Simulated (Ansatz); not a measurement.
# Rh(111) with 4 thermally displaced layers, 2x2: scattering by thermal displacements

Aim: the resistivity of Rh at 800 K from frozen thermal displacements between perfect leads.

Program: Ansatz 0.2.0. Level of theory: Ansatz plane-wave DFT, PBE, PAW files; ballistic transport by layer matching (Landauer), zero bias; PAW set soft_1. Results are calculated unless marked as measured.

Report form: the programs' logs are mostly left out.

## 1. Set-up

The cell holds 40 atoms: 40 Rh. Its edges and angles: a = 5.378 Å, b = 5.378 Å, c = 22.012 Å, α = 93.5°, β = 86.5°, γ = 120.0°. It derives from Rh. Regions: lead, 24 atoms (24 Rh); scattering region, 16 atoms (16 Rh). The structure is stacked along c, and the current runs across the ab planes.

## 2. With 4 displaced layers

Each atom of 4 layers is moved at random, by amounts drawn from a normal law 0.0704 Å wide in each direction from the Debye model (480 K) at 800 K. The layers about the cell's end stay perfect and serve as the lead. Disorder leaves little or no symmetry, which makes such runs dear. Energies from -0.05 to 0.05 eV in steps of 0.05 eV are too few for the program's thermal sum, so it prints no conductance; for a metal the transmission near the Fermi level serves, at a fraction of the cost.

input.yaml

```yaml
crystal:
  lattice:
    - [5.3783955991, 0.0, 0.0]
    - [-2.6891977995, 4.6578272204, 0.0]
    - [1.3445988998, -0.7763045367, 21.9572080876]
  atoms:
    - { symbol: Rh, position: [0.9916666667, 0.0083333333, 0.05] }
    - { symbol: Rh, position: [0.9916666667, 0.5083333333, 0.05] }
    - { symbol: Rh, position: [0.4916666667, 0.0083333333, 0.05] }
    - { symbol: Rh, position: [0.4916666667, 0.5083333333, 0.05] }
    - { symbol: Rh, position: [0.1416666667, 0.3583333333, 0.15] }
    - { symbol: Rh, position: [0.1416666667, 0.8583333333, 0.15] }
    - { symbol: Rh, position: [0.6416666667, 0.3583333333, 0.15] }
    - { symbol: Rh, position: [0.6416666667, 0.8583333333, 0.15] }
[... 28 atom lines left out ...]
    - { symbol: Rh, position: [0.8416666667, 0.1583333333, 0.95] }
    - { symbol: Rh, position: [0.8416666667, 0.6583333333, 0.95] }
    - { symbol: Rh, position: [0.3416666667, 0.1583333333, 0.95] }
    - { symbol: Rh, position: [0.3416666667, 0.6583333333, 0.95] }
kpoints:
  mp_grid: { grid: [5, 5, 1] }
hamiltonian:
  xc: pbe
  pseudopotentials: { kind: paw, azcp: { folder: soft_1 } }
scf:
  occupations: { method: fermi_dirac, width: 0.1 }
output:
  transmission:
    leads: [[0, 4]]
    kmesh: [10, 10]
    e_range: [-0.05, 0.05]
    de: 0.05
  write_potential: true
  write_density: true
  volumetric_format: npy
  elf: true
```

Launch:

```console
$ ansatz run input.yaml --threads 4 --pin off --max-ram 15360MiB --backend cpu --events-out ev --progress --plain --runs-dir out
```

It took 7.7 min on 4 threads of Arm Neoverse V1, shared host; peak memory 5 GiB; 28 min of CPU time.

Numbers from this step:

* free energy: -256117.0225 eV
* energy at zero smearing: -256116.1495 eV
* Fermi energy: 22.42 eV
* cell area: 25.05 Å²
* transmission per spin nearest the Fermi level: 5.920
* open channels per spin nearest the Fermi level: 7.08
* step of the lead's potential: 7.6 meV

Per spin. Transmission, zone mean against energy, zero at the Fermi level:

| energy (eV) | transmission, zone mean |
| --- | --- |
| -0.0500 | 5.68 |
| 0.0000 | 5.92 |
| 0.0500 | 5.94 |

Per spin. Table of open channels, zone mean, lead by energy, zero at the Fermi level:

| energy (eV) | open channels, zone mean, lead |
| --- | --- |
| -0.0500 | 6.72 |
| 0.0000 | 7.08 |
| 0.0500 | 7.08 |

Transmission over k1 and k2. At 0.0000 eV from the Fermi level.

Ten even steps from '_' (4.7) to '@' (11.3):
```
......::........==__
........__....::====
..::____::____::::__
....__::++++..__..__
..__..__++@@++__..__
..__..__..++++::__..
..__::::____::____::
..====::....__......
..__==........::....
....::::......::::..
```
Columns: k1 (b1) from -0.5 to 0.4; rows upwards: k2 (b2) from -0.5 to 0.4.

Open channels over k1 and k2. At 0.0000 eV from the Fermi level.

Ten even steps from '0' (6.0) to '9' (12.0):
```
0006000060
1011110166
1610101610
0011551100
0010595010
0001155110
1016101016
1661011110
0060000600
0011000110
```
Columns: k1 (b1) from -0.5 to 0.4; rows upwards: k2 (b2) from -0.5 to 0.4.

Valence density in the ca plane at fractional y = 0.549, with atoms of Rh within 0.2 Å of it. It is the smooth field of the valence electrons, not physical close to the nuclei.

Values in units of 1e0 e/Å³, 8 rows by 16 columns, each cell a mean:
```
0.3 0.2 0.3 0.4 7.6 5.2 0.4 0.3 0.2 0.3 0.7 8.4 2.0 0.8 0.5 0.3
0.8 0.4 1.2 0.4 1.8 1.4 0.8 0.9 0.3 0.4 0.5 5.4 1.5 0.4 0.3 0.3
0.8 0.4 1.6 0.5 0.3 0.3 1.9 2.8 0.4 0.6 0.2 0.5 0.4 3.4 1.3 0.3
0.3 0.2 0.4 0.4 2.9 1.7 0.7 1.1 0.3 0.4 0.2 0.7 0.5 4.8 2.0 0.3
0.3 0.2 0.3 0.4 8.1 5.0 0.3 0.2 0.2 0.3 0.5 5.1 1.3 0.8 0.5 0.3
0.8 0.4 1.2 0.5 2.5 1.8 0.4 0.4 0.2 0.3 0.4 4.9 1.4 0.5 0.3 0.3
0.8 0.4 1.6 0.5 0.5 0.4 1.4 1.5 0.4 0.6 0.2 0.6 0.5 3.4 1.3 0.3
0.3 0.2 0.4 0.4 3.7 2.3 1.0 1.1 0.3 0.5 0.3 1.4 0.6 4.8 2.0 0.3
```
Columns run along c (16.0 Å, from fractional 0.14 to 0.86 of the cell), rows up along a (5.4 Å). Atoms in or near the plane, at fractional coordinates: Rh at (0.35, 0.94), Rh at (0.35, 0.42), Rh at (0.65, 0.90).

ELF in the ca plane at fractional y = 0.549, with atoms of Rh within 0.2 Å of it. It is the smooth field of the valence electrons, not physical close to the nuclei.

Ten even steps from '0' (0.18) to '9' (0.75), each cell a mean:
```
11000001110599840111000001110268851112310111
00000000010489840111000001110279972110000000
11000122100145411012100001110158851110000000
22101144300001000145410001100013311112210001
11000134200000010267521001100000011157730111
11000011000122100135410001000000011268851100
11000000110377621111100001100012111147741110
11000001110599840110000001110146631112310111
00000000010589840111000001110158862110000000
11000122100256521100000001110157851110000000
22101144300011101123200001000024421112210001
11100134200111110255311011100001101147730111
11000011000134211245311001100001111268851100
11000000110478731112100001000034411147741110
```
Columns run along c (16.0 Å, from fractional 0.14 to 0.86 of the cell), rows up along a (5.4 Å). Atoms in or near the plane, at fractional coordinates: Rh at (0.35, 0.94), Rh at (0.35, 0.42), Rh at (0.65, 0.90).

Electrostatic potential energy in the ca plane at fractional y = 0.549, with atoms of Rh within 0.2 Å of it. With pseudopotentials it is smooth inside the atoms' cores, unlike the true potential.

Ten even steps from '0' (-44 eV) to '9' (25 eV), each cell a mean:
```
99999999998300038999999999999720037986689999
99999999999500048999999999999610016999999999
77899866899853579977899999999831037999999999
76899744689998899743479998999975579976689999
87899855799999999731369988899999999741258999
99999988899876799853479988899999999720048999
99999999999521379987899999999987789841258999
99999999998300049999999999999852258976689999
99999999998400048999999999999730027999999999
87899866899732379999999999999841037999999999
76899744689987899866799998999975468976789999
87899855699998999743589987899998899741258999
99999988899865689743589987899998899720048999
99999999998510169876799998999964478841158999
```
Columns run along c (16.0 Å, from fractional 0.14 to 0.86 of the cell; values clipped at the 3rd and 97th percentile), rows up along a (5.4 Å). Atoms in or near the plane, at fractional coordinates: Rh at (0.35, 0.94), Rh at (0.35, 0.42), Rh at (0.65, 0.90).

Over the solved energies the transmission per spin lies between 5.68 and 5.94, out of 6.96 channels of the lead on average (up to 7.08).

## 3. With 8 displaced layers

Each atom of 8 layers is moved at random, by amounts drawn from a normal law 0.0704 Å wide in each direction from the Debye model (480 K) at 800 K. A fresh draw is used; the growth of the resistance with length is what counts.

System of this step: Rh(111) with 8 thermally displaced layers, 2x2. The cell holds 56 atoms: 56 Rh. Cell: a = 5.378 Å, b = 5.378 Å, c = 30.779 Å, α = 87.5°, β = 92.5°, γ = 120.0°. It derives from Rh. Regions: lead, 24 atoms (24 Rh); scattering region, 32 atoms (32 Rh). The structure is stacked along c, and the current runs across the ab planes.

input.yaml

```yaml
crystal:
  lattice:
    - [5.3783955991, 0.0, 0.0]
    - [-2.6891977995, 4.6578272204, 0.0]
    - [-1.3445988998, 0.7763045367, 30.7400913226]
  atoms:
    - { symbol: Rh, position: [0.005952381, 0.994047619, 0.0357142857] }
    - { symbol: Rh, position: [0.005952381, 0.494047619, 0.0357142857] }
    - { symbol: Rh, position: [0.505952381, 0.994047619, 0.0357142857] }
    - { symbol: Rh, position: [0.505952381, 0.494047619, 0.0357142857] }
    - { symbol: Rh, position: [0.1845238095, 0.3154761905, 0.1071428571] }
    - { symbol: Rh, position: [0.1845238095, 0.8154761905, 0.1071428571] }
    - { symbol: Rh, position: [0.6845238095, 0.3154761905, 0.1071428571] }
    - { symbol: Rh, position: [0.6845238095, 0.8154761905, 0.1071428571] }
[... 44 atom lines left out ...]
    - { symbol: Rh, position: [0.3273809524, 0.1726190476, 0.9642857143] }
    - { symbol: Rh, position: [0.3273809524, 0.6726190476, 0.9642857143] }
    - { symbol: Rh, position: [0.8273809524, 0.1726190476, 0.9642857143] }
    - { symbol: Rh, position: [0.8273809524, 0.6726190476, 0.9642857143] }
kpoints:
  mp_grid: { grid: [5, 5, 1] }
hamiltonian:
  xc: pbe
  pseudopotentials: { kind: paw, azcp: { folder: soft_1 } }
scf:
  occupations: { method: fermi_dirac, width: 0.1 }
output:
  transmission:
    leads: [[0, 4]]
    kmesh: [10, 10]
    e_range: [-0.05, 0.05]
    de: 0.05
  write_potential: true
  write_density: true
  volumetric_format: npy
```

Run time: 13 min. Hardware: 4 threads; peak memory 8.6 GiB.

This step gave:

```yaml
free_energy: -358562.5082 eV
energy_at_zero_smearing: -358561.2350 eV
fermi_energy: 22.43 eV
transmission_per_spin_nearest_the_fermi_level: 4.838
open_channels_per_spin_nearest_the_fermi_level: 7.2
step_of_the_lead_s_potential: 4.5 meV
```

Per spin. The transmission, zone mean by energy, zero at the Fermi level:

| energy (eV) | transmission, zone mean |
| --- | --- |
| -0.0500 | 4.62 |
| 0.0000 | 4.84 |
| 0.0500 | 4.85 |

Over the solved energies the transmission per spin lies between 4.62 and 4.85, out of 7 channels of the lead on average (up to 7.2).

## 4. With 12 displaced layers

Each atom of 12 layers is moved at random, by amounts drawn from a normal law 0.0704 Å wide in each direction from the Debye model (480 K) at 800 K. A fresh draw is used; the growth of the resistance with length is what counts.

System of this step: Rh(111) with 12 thermally displaced layers, 2x2. The cell holds 72 atoms: 72 Rh. Cell: a = 5.378 Å, b = 5.378 Å, c = 39.523 Å, α = 90.0°, β = 90.0°, γ = 120.0°. It derives from Rh. Regions: lead, 24 atoms (24 Rh); scattering region, 48 atoms (48 Rh). The structure is stacked along c, and the current runs across the ab planes.

input.yaml

```yaml
crystal:
  lattice:
    - [5.3783955991, 0.0, 0.0]
    - [-2.6891977995, 4.6578272204, 0.0]
    - [0.0, 0.0, 39.5229745576]
  atoms:
    - { symbol: Rh, position: [0.0, 0.0, 0.0277777778] }
    - { symbol: Rh, position: [0.0, 0.5, 0.0277777778] }
    - { symbol: Rh, position: [0.5, 0.0, 0.0277777778] }
    - { symbol: Rh, position: [0.5, 0.5, 0.0277777778] }
    - { symbol: Rh, position: [0.1666666667, 0.3333333333, 0.0833333333] }
    - { symbol: Rh, position: [0.1666666667, 0.8333333333, 0.0833333333] }
    - { symbol: Rh, position: [0.6666666667, 0.3333333333, 0.0833333333] }
    - { symbol: Rh, position: [0.6666666667, 0.8333333333, 0.0833333333] }
[... 60 atom lines left out ...]
    - { symbol: Rh, position: [0.3333333333, 0.1666666667, 0.9722222222] }
    - { symbol: Rh, position: [0.3333333333, 0.6666666667, 0.9722222222] }
    - { symbol: Rh, position: [0.8333333333, 0.1666666667, 0.9722222222] }
    - { symbol: Rh, position: [0.8333333333, 0.6666666667, 0.9722222222] }
kpoints:
  mp_grid: { grid: [5, 5, 1] }
hamiltonian:
  xc: pbe
  pseudopotentials: { kind: paw, azcp: { folder: soft_1 } }
scf:
  occupations: { method: fermi_dirac, width: 0.1 }
output:
  transmission:
    leads: [[0, 4]]
    kmesh: [10, 10]
    e_range: [-0.05, 0.05]
    de: 0.05
  write_potential: true
  write_density: true
  volumetric_format: npy
```

Run time: 24 min. Hardware: 4 threads; peak memory 7.4 GiB.

Numbers from this step:

- free energy: -461007.6568 eV
- energy at zero smearing: -461006.0373 eV
- Fermi energy: 22.44 eV
- transmission per spin nearest the Fermi level: 3.919
- step of the lead's potential: 7.5 meV

Per spin. The transmission, zone mean by energy, zero at the Fermi level:

| energy (eV) | transmission, zone mean |
| --- | --- |
| -0.0500 | 3.72 |
| 0.0000 | 3.92 |
| 0.0500 | 4.02 |

Over the solved energies the transmission per spin lies between 3.72 and 4.02, out of 7 channels of the lead on average (up to 7.2).

## 5. The fit

This step: Ansatz plane-wave DFT, PBE, PAW files; ballistic transport by layer matching (Landauer), zero bias; resistivity from the slope of the area resistance; PAW set soft_1 (Ansatz 0.2.0).

This step gave:

* resistivity: 16.05 µΩ cm
* intercept: -0.05709 fΩ m²
* scatter about the fit: 0.006278 fΩ m²

Resistance, by row:

| run | length (Å) | T | channels N | RA (fΩ m²) |
| --- | --- | --- | --- | --- |
| n4 | 8.783 | 5.848 | 6.96 | 0.08833 |
| n8 | 17.57 | 4.77 | 7 | 0.216 |
| n12 | 26.35 | 3.885 | 7 | 0.3703 |

Table of area resistance by length of the displaced region:

| length of the displaced region (Å) | area resistance (fΩ m²) |
| --- | --- |
| 8.78 | 0.0883 |
| 17.57 | 0.216 |
| 26.35 | 0.370 |

The area resistance goes from 0.088 to 0.37 fΩ m² between 8.8 and 26.3 Å, a slope of 16 µΩ cm.

By hand from the end points: (0.3703 − 0.08833) fΩ m² / (26.35 − 8.78) Å = 16 µΩ cm, since 1 fΩ m² per Å is 1000 µΩ cm.

## 6. What came out

| Quantity | Value |
| --- | --- |
| resistivity from the slope | 16.1 µΩ cm |
| area resistance over 8.78 Å | 0.0883 fΩ m² |
| area resistance over 17.6 Å | 0.216 fΩ m² |
| area resistance over 26.3 Å | 0.370 fΩ m² |

In words: The slope gives 16 µΩ cm. The points scatter by 0.0063 fΩ m² about the line, with one random draw a length in a 2x2 cell, so the slope is a rough value. The mean square of the displacements drawn is 0.78, 0.99 and 1.2 of the nominal one at the three lengths; with each resistance scaled back by that, the slope is 11 µΩ cm, the value used below. Read with a model of isotropic scattering on a spherical Fermi surface and the lead's 2.2×10¹⁵ S/m², this slope means a mean free path near 32 Å; over these lengths the model's slope is 1.05 times its bulk resistivity, which would be 11 µΩ cm. Uncorrelated displacements put too much weight on short waves, which scatter strongly; with the sideways repeat of a small cell, one draw and three short lengths, the method is good to a factor of two or three.

[Logs are printed without paths, hosts, clocks, repeated set-up lines and the standing remarks that a program may print on its own settings, such as how far it seeks lower states.]

[Hosts, paths, dates, database ids (printed as entryN), source tags and the programs' standing remarks are cut or masked in the printed files.]
